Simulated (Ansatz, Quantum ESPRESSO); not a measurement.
## K2Pt (Fm-3m): from Born charge to LO-TO splitting

Aim: work out the LO frequency and the static dielectric constant of K2Pt (Fm-3m) from one linear-response run, then check them.

Program: Quantum ESPRESSO 7.5. Level of theory: DFT PBEsol, scalar-relativistic, plane waves, PseudoDojo norm-conserving pseudopotentials. Results are calculated unless marked as measured.

### 1. Set-up

Symmetry: Fm-3m, No. 225, cubic system. Conventional cell: a = 7.465 Å, b = 7.465 Å, c = 7.465 Å, α = 90.00°, β = 90.00°, γ = 90.00°. Nearest to K lie 4 Pt at 3.23 Å. Nearest to Pt lie 8 K at 3.23 Å. Farther neighbours are not listed.

As a file:

```xyz
3
Lattice="-3.7327 0.0000 3.7327 0.0000 3.7327 3.7327 -3.7327 3.7327 0.0000" Properties=species:S:1:pos:R:3 pbc="T T T"
K    -1.8663    1.8663    1.8663
K    -5.5990    5.5990    5.5990
Pt    0.0000    0.0000    0.0000
```

This is the cell after its relaxation at this level of theory, not the database cell from which that began.

### 2. What the response run gave

A linear-response run on the relaxed cell, with the response to an electric field; only its zone-centre results are used. Cutoff 76 Ry, k mesh 6×6×6.

Log:

```text
[banners, grids, parts of the stress and lines that vanish by symmetry left out]
Program PHONON v.7.5
     Reading xml data from directory:

[...]
Exchange-correlation= PBESOL
                           (   1   4  10   8   0   0   0)
[...]
kinetic-energy cut-off    =      76.0000  Ry
     charge density cut-off    =     304.0000  Ry
     convergence threshold     =      1.0E-18
[...]
Exchange-correlation= PBESOL
                           (   1   4  10   8   0   0   0)
[...]
q = (   0.0000000   0.0000000   0.0000000 )
     49 Sym.Ops. (with q -> -q+G )
     G cutoff = 1532.5490  (  62847 G-vectors)     FFT grid: ( 60, 60, 60)
     number of k points=    16
[...]
Mode symmetry, O_h (m-3m)  point group:
[...]
Dielectric constant
[...]
End of electric fields calculation
          Dielectric constant in cartesian axis
          (       5.022276086       0.000000000       0.000000000 )
          (       0.000000000       5.022276086      -0.000000000 )
          (       0.000000000      -0.000000000       5.022276086 )
          Effective charges (d Force / dE) in cartesian axis without acoustic sum rule applied (asr)
           atom    1  K     Mean Z*:        0.94369
      Ex  (        0.94369        0.00000        0.00000 )
      Ey  (        0.00000        0.94369       -0.00000 )
      Ez  (        0.00000       -0.00000        0.94369 )
           atom    2  K     Mean Z*:        0.94369
      Ex  (        0.94369        0.00000        0.00000 )
      Ey  (        0.00000        0.94369       -0.00000 )
      Ez  (        0.00000       -0.00000        0.94369 )
           atom    3  Pt    Mean Z*:       -1.88803
      Ex  (       -1.88803        0.00000        0.00000 )
      Ey  (        0.00000       -1.88803        0.00000 )
      Ez  (        0.00000        0.00000       -1.88803 )
          Effective charges Sum: Mean:       -0.00065
[...]
Effective charges (d Force / dE) in cartesian axis with asr applied:
           atom    1  K     Mean Z*:        0.94390
[...]
atom    2  K     Mean Z*:        0.94390
[...]
atom    3  Pt    Mean Z*:       -1.88781
[...]
Representation #   1 modes #   1   2   3
[...]
End of self-consistent calculation
     Convergence has been achieved
     Representation #   2 modes #   4   5   6
[...]
End of self-consistent calculation
     Convergence has been achieved
     Representation #   3 modes #   7   8   9
[...]
End of self-consistent calculation
     Convergence has been achieved
[...]
Dielectric constant in cartesian axis
          (       5.022276086       0.000000000       0.000000000 )
          (       0.000000000       5.022276086      -0.000000000 )
          (       0.000000000      -0.000000000       5.022276086 )
          Effective charges (d Force / dE) in cartesian axis without acoustic sum rule applied (asr)
           atom    1  K     Mean Z*:        0.94369
      Ex  (        0.94369        0.00000        0.00000 )
      Ey  (        0.00000        0.94369       -0.00000 )
      Ez  (        0.00000       -0.00000        0.94369 )
           atom    2  K     Mean Z*:        0.94369
      Ex  (        0.94369        0.00000        0.00000 )
      Ey  (        0.00000        0.94369       -0.00000 )
      Ez  (        0.00000       -0.00000        0.94369 )
           atom    3  Pt    Mean Z*:       -1.88803
      Ex  (       -1.88803        0.00000        0.00000 )
      Ey  (        0.00000       -1.88803        0.00000 )
      Ez  (        0.00000        0.00000       -1.88803 )
          Effective charges Sum: Mean:       -0.00065
[...]
Effective charges (d Force / dE) in cartesian axis with asr applied:
           atom    1  K     Mean Z*:        0.94390
[...]
atom    2  K     Mean Z*:        0.94390
[...]
atom    3  Pt    Mean Z*:       -1.88781
[...]
q = (    0.000000000   0.000000000   0.000000000 )
[...]
freq (    1) =      -0.248114 [THz] =      -8.276205 [cm-1]
     freq (    2) =      -0.248114 [THz] =      -8.276205 [cm-1]
     freq (    3) =      -0.248114 [THz] =      -8.276205 [cm-1]
     freq (    4) =       2.779861 [THz] =      92.726198 [cm-1]
     freq (    5) =       2.779861 [THz] =      92.726198 [cm-1]
     freq (    6) =       2.779861 [THz] =      92.726198 [cm-1]
     freq (    7) =       3.544190 [THz] =     118.221459 [cm-1]
     freq (    8) =       3.544190 [THz] =     118.221459 [cm-1]
     freq (    9) =       3.544190 [THz] =     118.221459 [cm-1]
[...]
Mode symmetry, O_h (m-3m)  point group:
     freq (   1-   3) =         -8.3  [cm-1]   --> T_1u G_15  G_4- I
     freq (   4-   6) =         92.7  [cm-1]   --> T_1u G_15  G_4- I
     freq (   7-   9) =        118.2  [cm-1]   --> T_2g G_25' G_5+ R

   JOB DONE.
```

```csv
quantity,value
cell volume Ω (Å³),104.015
mass of K (u),39.098
mass of Pt (u),195.084
"Born charge of K, raw (e)",0.944
"Born charge of Pt, raw (e)",-1.888
ε∞,5.022
ω(TO) after the sum rule (cm⁻¹),93.4
```

### 3. The calculation

The charges must sum to zero over the cell; taking off their mean, 0.000 e, leaves Z* = -1.888 e on Pt. In the polar mode Pt moves against the two K, so the reduced mass is μ = 195.08 × 78.20 / 273.28 = 55.821 u.

A longitudinal wave builds up a field that adds to the restoring force: ω(LO)² = ω(TO)² + 4π Z*² / (μ Ω ε∞), in Hartree atomic units. With μ = 101756 electron masses and Ω = 701.93 bohr³ the second term is 1.2484e-07 Ha², or 6014 cm⁻² (1 Ha = 219474.6 cm⁻¹).

So ω(LO) = √(8724 + 6014) = 121.4 cm⁻¹, and by the Lyddane-Sachs-Teller relation ε₀ = ε∞ (ω(LO)/ω(TO))² = 8.48.

### 4. Check against the program

The analysis program adds the same non-analytic term to the full matrix, here for q along (1 0 0).

Log:

```text
[banners, grids, parts of the stress and lines that vanish by symmetry left out]
[banner, memory and clock lines left out]
Program DYNMAT v.7.5

     Reading Dynamical Matrix from file g.dyn
     ...Force constants read
     ...epsilon and Z* read

     Polarizability (A^3 units)
     multiply by 0.427212 for Clausius-Mossotti correction
        33.293252    0.000000    0.000000
         0.000000   33.293252   -0.000000
         0.000000   -0.000000   33.293252

     IR activities are in (D/A)^2/amu units

# mode   [cm-1]    [THz]      IR
    1     -0.00   -0.0000    0.0000
    2     -0.00   -0.0000    0.0000
[...]
8    118.91    3.5648    0.0000
    9    121.39    3.6393    1.4729

[end of the log left out, with the tail of the file of modes that dynmat.x writes under the same name]
```

ε₀ comes from the program's run without a direction of q.

```csv
quantity,by hand,program
ω(LO) (cm⁻¹),121.4,121.4
ε₀,8.48,8.48
```

### 5. What came out

| Item | Value |
| --- | --- |
| TO mode | 93.40 cm⁻¹ |
| LO mode | 121.4 cm⁻¹ |
| static dielectric constant | 8.485 |

What this shows: The LO mode of K2Pt (Fm-3m) lies at 121 cm⁻¹, 28 cm⁻¹ above the TO mode; the formula meets the program within 0.1 cm⁻¹, as it must for a cubic crystal with one polar mode. ω(LO)² − ω(TO)² goes with Z*²/ε∞: an error of 5 % in ε∞ would move the LO mode by 1.2 cm⁻¹, and semilocal functionals tend to overestimate ε∞. These are harmonic values at zero temperature, at the volume of this functional, for the structure held cubic; stability elsewhere in the zone is no part of this calculation.

[Host names and launcher messages were left out of these logs when they were recorded.]

[Logs are printed without paths, hosts, clocks, repeated set-up lines and the standing remarks that a program may print on its own settings, such as how far it seeks lower states.]

[Hosts, paths, dates, database ids (printed as entryN), source tags and the programs' standing remarks are cut or masked in the printed files.]
